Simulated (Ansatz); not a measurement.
# K on Fe(100): change of the work function, part 2 of 3

Aim: the work function of Fe(100) at several coverages of K (hollow site), and the dipole that each adsorbate carries.

Ansatz 0.2.0; plane-wave DFT, PBE, Ansatz PAW.

So far, work function, upper face (eV): step 2 (the clean slab) 3.86; step 3 (21 atoms, coverage 0.25 ML, cell 2x2) 1.76.

## (4) Adsorbate added, coverage 0.5 ML

System of this step: KFe10 (K/Fe(100)). The cell holds 22 atoms: 20 Fe and 2 K. Its edges and angles: a = 5.740 Å, b = 5.740 Å, c = 26.509 Å, α = 90.0°, β = 90.0°, γ = 90.0°. Vacuum lies along c.

Another coverage, to see how the dipoles act on each other as their distance changes.

Contents of input.yaml:

```yaml
crystal:
  lattice:
    - [5.74, 0.0, 0.0]
    - [0.0, 5.74, 0.0]
    - [0.0, 0.0, 26.508564284]
  atoms:
    - { symbol: Fe, position: [0.0, 0.0, 0.3395129175], spin: 2.97 }
    - { symbol: Fe, position: [0.25, 0.25, 0.3936463661], spin: 2.38 }
    - { symbol: Fe, position: [0.0, 0.0, 0.4471328567], spin: 2.5 }
    - { symbol: Fe, position: [0.25, 0.25, 0.5014069691], spin: 2.31 }
    - { symbol: Fe, position: [0.0, 0.0, 0.5521055225], spin: 2.92 }
    - { symbol: Fe, position: [0.0, 0.5, 0.3395129175], spin: 2.97 }
    - { symbol: Fe, position: [0.25, 0.75, 0.3936463661], spin: 2.38 }
    - { symbol: Fe, position: [0.0, 0.5, 0.4471328567], spin: 2.5 }
    - { symbol: Fe, position: [0.25, 0.75, 0.5014069691], spin: 2.31 }
    - { symbol: Fe, position: [0.0, 0.5, 0.5521055225], spin: 2.92 }
    - { symbol: Fe, position: [0.5, 0.0, 0.3395129175], spin: 2.97 }
    - { symbol: Fe, position: [0.75, 0.25, 0.3936463661], spin: 2.38 }
    - { symbol: Fe, position: [0.5, 0.0, 0.4471328567], spin: 2.5 }
    - { symbol: Fe, position: [0.75, 0.25, 0.5014069691], spin: 2.31 }
    - { symbol: Fe, position: [0.5, 0.0, 0.5521055225], spin: 2.92 }
    - { symbol: Fe, position: [0.5, 0.5, 0.3395129175], spin: 2.97 }
    - { symbol: Fe, position: [0.75, 0.75, 0.3936463661], spin: 2.38 }
    - { symbol: Fe, position: [0.5, 0.5, 0.4471328567], spin: 2.5 }
    - { symbol: Fe, position: [0.75, 0.75, 0.5014069691], spin: 2.31 }
    - { symbol: Fe, position: [0.5, 0.5, 0.5521055225], spin: 2.92 }
    - { symbol: K, position: [0.25, 0.25, 0.6604870825] }
    - { symbol: K, position: [0.75, 0.75, 0.6604870825] }
magnetization:
  spin_polarized: true
kpoints:
  mp_grid: { grid: [5, 5, 1] }
hamiltonian:
  xc: pbe
scf:
  occupations: { method: fermi_dirac, width: 0.1 }
  convergence: { dr2_threshold: 1.0e-08 }
efield:
  axis: 3
  dipole_correction: true
  ramp_position: 0.97
  ramp_width: 0.06
relax:
  f_tol: 0.02
  max_steps: 60
  constraints: [{ sites: [0, 1, 5, 6, 10, 11, 15, 16] }]
output:
  bader: true
  dos: { projected: true, e_range: [-8, 4] }
  write_potential: true
  write_density: true
  volumetric_format: npy
```

Run with:

```console
$ ansatz run input.yaml --threads 4 --pin off --max-ram 12288MiB --backend cpu --events-out ev --progress --plain --runs-dir out
```

Wall time 9.8 min (4 threads of Arm Neoverse V1, shared host); peak memory 5.2 GiB; 37 min of CPU time.

Hardly anything moved in the relaxation; the energy changed by under 0.2 meV an atom.

Numbers from this step:

* energy at zero smearing: -92675.6486 eV
* total moment: 52.31 μB
* work function, upper face: 2.399 eV
* work function, lower face: 3.842 eV
* dipole along the normal: 0.2627 e·Å
* step between the vacuum levels: -1.443 eV

Running mean over 1.435 Å of the planar mean; the ramp of the sawtooth is left out. The electron's electrostatic potential energy less the Fermi level by z:

```
z (Å)  electron's electrostatic potential energy less the Fermi level (eV)
  3.5                                                                 3.84
  4.0                                                                 3.84
  4.5                                                                 3.84
  5.0                                                                 3.84
  5.5                                                                 3.83
  6.0                                                                 3.80
  6.5                                                                 3.71
  7.0                                                                 3.41
  7.5                                                                 2.43
  8.0                                                               -0.879
  8.5                                                                -5.84
  9.0                                                                -9.03
  9.5                                                                -9.58
 10.0                                                                -9.59
 10.5                                                                -9.60
 11.0                                                                -9.67
 11.5                                                                -9.64
 12.0                                                                -9.56
 12.5                                                                -9.55
 13.0                                                                -9.66
 13.5                                                                -10.2
 14.0                                                                -10.5
 14.5                                                                -9.78
 15.0                                                                -6.98
 15.5                                                                -2.30
 16.0                                                                0.830
 16.5                                                               0.0260
 17.0                                                                -2.62
 17.5                                                                -4.27
 18.0                                                                -3.33
 18.5                                                                -1.00
 19.0                                                                0.809
 19.5                                                                 1.59
 20.0                                                                 1.99
 20.5                                                                 2.20
 21.0                                                                 2.31
 21.5                                                                 2.36
 22.0                                                                 2.38
 22.5                                                                 2.39
 23.0                                                                 2.40
```

The density of states has structure finer than the step of the table below, so its rows give means over 0.5 eV, whole bins alone (the curve runs from -8 to 1.98 eV). Peaks (eV: height): total -3.22: 76.2, -1.74: 58.2, -1.62: 68.6, -1.35: 88.7, -1.14: 82.7, -1.08: 97.8, 1.77: 65.2; up -3.22: 72.2, -2.47: 39.8, -1.74: 41.5, -1.35: 45.7, -1.14: 57.1, -1.08: 66.7, -0.96: 40.5; down -1.62: 56.6, -1.35: 42.9, 0.87: 42.8, 1.44: 42.7, 1.68: 46.9, 1.77: 62.7, 1.89: 51.1.

Table of density of states by energy, zero at the Fermi level; means over each step; values in states/eV a cell:

```
energy (eV)  total     up   down
       -7.5   1.21  0.671  0.537
       -7.0   1.80  0.878  0.927
       -6.5   1.32  0.842  0.477
       -6.0   3.23   1.46   1.77
       -5.5   2.97   1.68   1.29
       -5.0   4.67   3.71  0.957
       -4.5   14.2   11.9   2.25
       -4.0   20.1   16.9   3.22
       -3.5   27.8   23.3   4.51
       -3.0   32.4   27.2   5.23
       -2.5   38.2   24.0   14.1
       -2.0   31.5   22.2   9.25
       -1.5   44.4   25.0   19.4
       -1.0   54.9   32.2   22.7
       -0.5   31.4   17.1   14.3
        0.0   22.5   7.04   15.5
        0.5   21.5   4.35   17.2
        1.0   25.5   3.84   21.7
        1.5   35.3   5.48   29.8
```

Projected DOS per atom over height of the atomic layer and energy from the Fermi level. Layers: Fe4 Fe4 Fe4 Fe4 Fe4 K2 from below.

Values in states/eV, 22 rows by 6 columns, each cell a mean:
```
1.26 1.84 2.04 1.97 1.31 0.25
1.69 1.58 1.32 1.39 1.13 0.30
1.38 0.70 0.76 0.70 1.57 0.53
1.77 0.43 0.65 0.40 1.55 0.48
1.34 0.80 0.82 0.91 1.43 0.54
0.96 1.67 1.49 1.81 0.98 0.35
1.67 3.08 2.86 3.05 1.91 0.43
1.85 3.00 2.53 2.96 2.14 0.16
2.08 1.39 1.35 1.13 1.88 0.10
2.18 1.25 1.41 1.28 2.35 0.12
2.49 1.18 1.37 1.22 2.15 0.08
1.73 1.34 1.85 1.44 1.70 0.03
1.32 1.16 0.80 1.10 1.20 0.03
1.03 0.96 1.04 0.96 1.02 0.03
0.46 0.69 0.93 0.72 0.50 0.02
0.15 0.25 0.25 0.26 0.16 0.01
0.12 0.20 0.16 0.20 0.13 0.01
0.11 0.20 0.16 0.19 0.12 0.01
0.06 0.11 0.11 0.11 0.06 0.00
0.03 0.10 0.13 0.10 0.04 0.00
0.03 0.09 0.12 0.10 0.03 0.00
0.01 0.04 0.05 0.04 0.01 0.00
```
Columns: height of the atomic layer (Å) from 9 to 17.5 (not evenly spaced); rows upwards: energy from the Fermi level (eV) from -7.96 to 1.95.

Projected DOS per atom, spin up over height of the atomic layer and energy from the Fermi level. Layers: Fe4 Fe4 Fe4 Fe4 Fe4 K2 from below.

Ten even steps from '_' (0.00 states/eV) to '@' (2.20 states/eV), each cell a mean:
```
____________
____________
__________..
__________..
__..::::__..
..==--++::__
--@@%%@@--__
==%%**##++__
##--==::**__
##::--::%%__
@@--==--##__
##==**++**__
++==::====__
==--==--==__
..::--::..__
____________
____________
____________
____________
____________
____________
____________
```
Columns: height of the atomic layer (Å) from 9 to 17.5 (not evenly spaced); rows upwards: energy from the Fermi level (eV) from -7.96 to 1.95.

Projected DOS per atom, spin down over height of the atomic layer and energy from the Fermi level. Layers: Fe4 Fe4 Fe4 Fe4 Fe4 K2 from below.

Ten even steps from '_' (0.00 states/eV) to '@' (1.94 states/eV), each cell a mean:
```
**%%@@@@**__
%%##****++..
**::--::##..
%%..::__##..
**::..::**..
--------::__
++++++++++..
==++++**++__
..--::::::__
::------::__
..::::::::__
__........__
__......____
____________
____________
____________
____________
____________
____________
____________
____________
____________
```
Columns: height of the atomic layer (Å) from 9 to 17.5 (not evenly spaced); rows upwards: energy from the Fermi level (eV) from -7.96 to 1.95.

Site moment by atom:

```
atom  site moment (μB)
 Fe1              2.97
 Fe2              2.38
 Fe3              2.49
 Fe4              2.30
 Fe5              2.82
 Fe6              2.97
 Fe7              2.39
 Fe8              2.49
 Fe9              2.29
Fe10              2.82
Fe11              2.97
Fe12              2.39
Fe13              2.49
Fe14              2.29
Fe15              2.82
Fe16              2.97
Fe17              2.38
Fe18              2.49
Fe19              2.30
Fe20              2.82
 K21              0.00
 K22              0.00
```

The relaxation took 3 steps and lowered the energy by 7.5e-4 eV; the largest force on the free atoms ends at 3.0e-4 eV/Å.

The covered face has 2.40 eV, -1.46 eV against the clean one; the bare back face has moved by +0.01 eV, a measure of how thin the slab is.

## (5) Work function against coverage

This step: plane-wave DFT, PBE, Ansatz PAW; work function against coverage (Ansatz 0.2.0).

The runs are now put side by side.

This step gave:

```yaml
work_function_of_the_clean_face: 3.856 eV
largest_change_of_the_work_function: -2.097 eV
```

Work function of the covered face against coverage:

```
coverage (adsorbates/nm²)  work function of the covered face (eV)
                     0.00                                    3.86
                     3.04                                    1.76
                     6.07                                    2.40
```

The dipole per adsorbate comes from the change of the cell's dipole. Coverage, by row:

```
coverage (1/nm²)  coverage (ML)  work function (eV)  change (eV)  dipole per adsorbate, positive end outwards (debye)  mean height of the added atoms over the highest substrate atom (Å)
           3.035           0.25                1.76       -2.097                                                1.846                                                                2.77
            6.07            0.5               2.399       -1.457                                                0.642                                                               2.877
```

## (6) The slab at 0.25 ML, atoms frozen

This step: plane-wave DFT, PBE, Ansatz PAW (Ansatz 0.2.0).

System of this step: KFe20 (K/Fe(100)). The cell holds 21 atoms: 20 Fe and 1 K. Its edges and angles: a = 5.740 Å, b = 5.740 Å, c = 26.509 Å, α = 90.0°, β = 90.0°, γ = 90.0°. Vacuum lies along c.

To see where the charge goes, the covered slab, the bare substrate and the adsorbate layer are each run at the same frozen positions and on the same grid.

Contents of input.yaml:

```yaml
crystal:
  lattice:
    - [5.74, 0.0, 0.0]
    - [0.0, 5.74, 0.0]
    - [0.0, 0.0, 26.508564284]
  atoms:
    - { symbol: Fe, position: [0.0, 0.0, 0.3395129175], spin: 2.5 }
    - { symbol: Fe, position: [0.25, 0.25, 0.3936463661], spin: 2.5 }
    - { symbol: Fe, position: [0.0009952614, 0.0009952614, 0.4472462822], spin: 2.5 }
    - { symbol: Fe, position: [0.25, 0.25, 0.5026404273], spin: 2.5 }
    - { symbol: Fe, position: [-0.0043774736, -0.0043774736, 0.5521592039], spin: 2.5 }
    - { symbol: Fe, position: [0.0, 0.5, 0.3395129175], spin: 2.5 }
    - { symbol: Fe, position: [0.25, 0.75, 0.3936463661], spin: 2.5 }
    - { symbol: Fe, position: [0.0009952614, 0.4990047386, 0.4472462822], spin: 2.5 }
    - { symbol: Fe, position: [0.25, 0.75, 0.5014023006], spin: 2.5 }
    - { symbol: Fe, position: [-0.0043774736, 0.5043774736, 0.5521592039], spin: 2.5 }
    - { symbol: Fe, position: [0.5, 0.0, 0.3395129175], spin: 2.5 }
    - { symbol: Fe, position: [0.75, 0.25, 0.3936463661], spin: 2.5 }
    - { symbol: Fe, position: [0.4990047386, 0.0009952614, 0.4472462822], spin: 2.5 }
    - { symbol: Fe, position: [0.75, 0.25, 0.5014023006], spin: 2.5 }
    - { symbol: Fe, position: [0.5043774736, -0.0043774736, 0.5521592039], spin: 2.5 }
    - { symbol: Fe, position: [0.5, 0.5, 0.3395129175], spin: 2.5 }
    - { symbol: Fe, position: [0.75, 0.75, 0.3936463661], spin: 2.5 }
    - { symbol: Fe, position: [0.4990047386, 0.4990047386, 0.4472462822], spin: 2.5 }
    - { symbol: Fe, position: [0.75, 0.75, 0.5005104234], spin: 2.5 }
    - { symbol: Fe, position: [0.5043774736, 0.5043774736, 0.5521592039], spin: 2.5 }
    - { symbol: K, position: [0.25, 0.25, 0.6566691907] }
magnetization:
  spin_polarized: true
kpoints:
  mp_grid: { grid: [5, 5, 1] }
hamiltonian:
  xc: pbe
scf:
  occupations: { method: fermi_dirac, width: 0.1 }
  convergence: { dr2_threshold: 1.0e-08 }
efield:
  axis: 3
  dipole_correction: true
  ramp_position: 0.97
  ramp_width: 0.06
output:
  write_potential: true
  write_density: true
  volumetric_format: npy
```

Wall time 4.1 min (4 threads); peak memory 4.9 GiB; 15 min of CPU time.

Numbers from this step:

| Quantity | Value |
| --- | --- |
| energy at zero smearing | -91137.5719 eV |
| total moment | 52.36 μB |
| work function, upper face | 1.761 eV |
| work function, lower face | 3.845 eV |
| dipole along the normal | 0.3794 e·Å |
| step between the vacuum levels | -2.084 eV |

The work function of the upper face is 1.76 eV.

## (7) The substrate of the 0.25 ML cell alone

System of this step: K/Fe(100), substrate alone, atoms held. The cell holds 20 atoms: 20 Fe. Its edges and angles: a = 5.740 Å, b = 5.740 Å, c = 26.509 Å, α = 90.0°, β = 90.0°, γ = 90.0°. Vacuum lies along c.

The second part, atoms unmoved.

Contents of input.yaml:

```yaml
crystal:
  lattice:
    - [5.74, 0.0, 0.0]
    - [0.0, 5.74, 0.0]
    - [0.0, 0.0, 26.508564284]
  atoms:
    - { symbol: Fe, position: [0.0, 0.0, 0.3395129175], spin: 2.97 }
    - { symbol: Fe, position: [0.25, 0.25, 0.3936463661], spin: 2.38 }
    - { symbol: Fe, position: [0.0009952614, 0.0009952614, 0.4472462822], spin: 2.49 }
    - { symbol: Fe, position: [0.25, 0.25, 0.5026404273], spin: 2.34 }
    - { symbol: Fe, position: [-0.0043774736, -0.0043774736, 0.5521592039], spin: 2.85 }
    - { symbol: Fe, position: [0.0, 0.5, 0.3395129175], spin: 2.97 }
    - { symbol: Fe, position: [0.25, 0.75, 0.3936463661], spin: 2.39 }
    - { symbol: Fe, position: [0.0009952614, 0.4990047386, 0.4472462822], spin: 2.49 }
    - { symbol: Fe, position: [0.25, 0.75, 0.5014023006], spin: 2.31 }
    - { symbol: Fe, position: [-0.0043774736, 0.5043774736, 0.5521592039], spin: 2.85 }
    - { symbol: Fe, position: [0.5, 0.0, 0.3395129175], spin: 2.97 }
    - { symbol: Fe, position: [0.75, 0.25, 0.3936463661], spin: 2.39 }
    - { symbol: Fe, position: [0.4990047386, 0.0009952614, 0.4472462822], spin: 2.49 }
    - { symbol: Fe, position: [0.75, 0.25, 0.5014023006], spin: 2.31 }
    - { symbol: Fe, position: [0.5043774736, -0.0043774736, 0.5521592039], spin: 2.85 }
    - { symbol: Fe, position: [0.5, 0.5, 0.3395129175], spin: 2.97 }
    - { symbol: Fe, position: [0.75, 0.75, 0.3936463661], spin: 2.39 }
    - { symbol: Fe, position: [0.4990047386, 0.4990047386, 0.4472462822], spin: 2.49 }
    - { symbol: Fe, position: [0.75, 0.75, 0.5005104234], spin: 2.28 }
    - { symbol: Fe, position: [0.5043774736, 0.5043774736, 0.5521592039], spin: 2.85 }
magnetization:
  spin_polarized: true
kpoints:
  mp_grid: { grid: [5, 5, 1] }
hamiltonian:
  xc: pbe
scf:
  occupations: { method: fermi_dirac, width: 0.1 }
  convergence: { dr2_threshold: 1.0e-08 }
efield:
  axis: 3
  dipole_correction: true
  ramp_position: 0.97
  ramp_width: 0.06
output:
  write_potential: true
  write_density: true
  volumetric_format: npy
```

It took 3.8 min on 4 threads; peak memory 4.8 GiB; 14 min of CPU time.

Numbers from this step:

* energy at zero smearing: -89599.2277 eV
* total moment: 52.88 μB
* work function, upper face: 3.860 eV
* work function, lower face: 3.831 eV
* dipole along the normal: -0.005246 e·Å
* step between the vacuum levels: 0.02880 eV

Site moment by atom:

```
atom  site moment (μB)
 Fe1              2.97
 Fe2              2.37
 Fe3              2.50
 Fe4              2.34
 Fe5              2.91
 Fe6              2.97
 Fe7              2.38
 Fe8              2.50
 Fe9              2.31
Fe10              2.91
Fe11              2.97
Fe12              2.38
Fe13              2.50
Fe14              2.31
Fe15              2.91
Fe16              2.97
Fe17              2.39
Fe18              2.50
Fe19              2.27
Fe20              2.91
```

The work function of the upper face is 3.86 eV.

## (8) The adsorbate layer of the 0.25 ML cell alone

System of this step: K/Fe(100), adsorbate layer alone, atoms held. The cell holds 1 atom: 1 K. Its edges and angles: a = 5.740 Å, b = 5.740 Å, c = 26.509 Å, α = 90.0°, β = 90.0°, γ = 90.0°. Vacuum lies along c.

The third part; a free layer of atoms may carry a moment, so spin is on.

input.yaml, the sections that differ from step 7:

```yaml
crystal:
  lattice:
    - [5.74, 0.0, 0.0]
    - [0.0, 5.74, 0.0]
    - [0.0, 0.0, 26.508564284]
  atoms:
    - { symbol: K, position: [0.25, 0.25, 0.6566691907], spin: 1.0 }
# magnetization, kpoints, hamiltonian, scf, efield, output: as in step 7
```

The job ended after 6.1 s (4 threads; peak memory 0.88 GiB).

This step gave:

```yaml
energy_at_zero_smearing: -1537.2456 eV
work_function_upper_face: 2.424 eV
dipole_along_the_normal: 1.68e-5 e·Å
```

At this spacing and smearing the free layer keeps no moment.

## (9) Where the charge went at 0.25 ML

This step: plane-wave DFT, PBE, Ansatz PAW; density difference on adsorption (Ansatz 0.2.0).

The densities of the parts are taken from that of the whole and averaged over planes; the first moment of what is left gives the step in the potential.

Numbers from this step:

| Item | Value |
| --- | --- |
| largest charge moved | 0.005752 e/Å² |
| potential step from the moved charge | -2.112 eV |

Planar mean, whole system less its parts. The electron density difference by z:

```
z (Å)  electron density difference (e/Å³)
    4                              3.8e-7
    5                              3.1e-6
    6                              1.3e-5
    7                              3.7e-5
    8                             -7.2e-5
    9                              6.5e-5
   10                             -5.0e-5
   11                             -4.9e-5
   12                              2.0e-4
   13                             -4.7e-4
   14                             -5.0e-4
   15                            -0.00250
   16                             0.00788
   17                            -0.00105
   18                            -0.00155
   19                            -0.00219
   20                             -8.1e-4
   21                             -1.5e-4
   22                             -1.4e-5
   23                              2.8e-6
   24                              2.2e-6
   25                              5.6e-7
```

(Continued in part 3 of 3.)

[Logs are printed without paths, hosts, clocks, repeated set-up lines and the standing remarks that a program may print on its own settings, such as how far it seeks lower states.]

[Hosts, paths, dates, database ids (printed as entryN), source tags and the programs' standing remarks are cut or masked in the printed files.]

[Maps of the electrostatic potential energy from Ansatz leave out the sawtooth potential of an applied field or a dipole correction, so their vacuum need not be flat; planar profiles and work functions include it.]

[The density of states shown here was stored with 400 of the rows of the run's finer table, so its peaks can read low, often by over a quarter, or be missed, and its means over a window can be off by a tenth or more.]
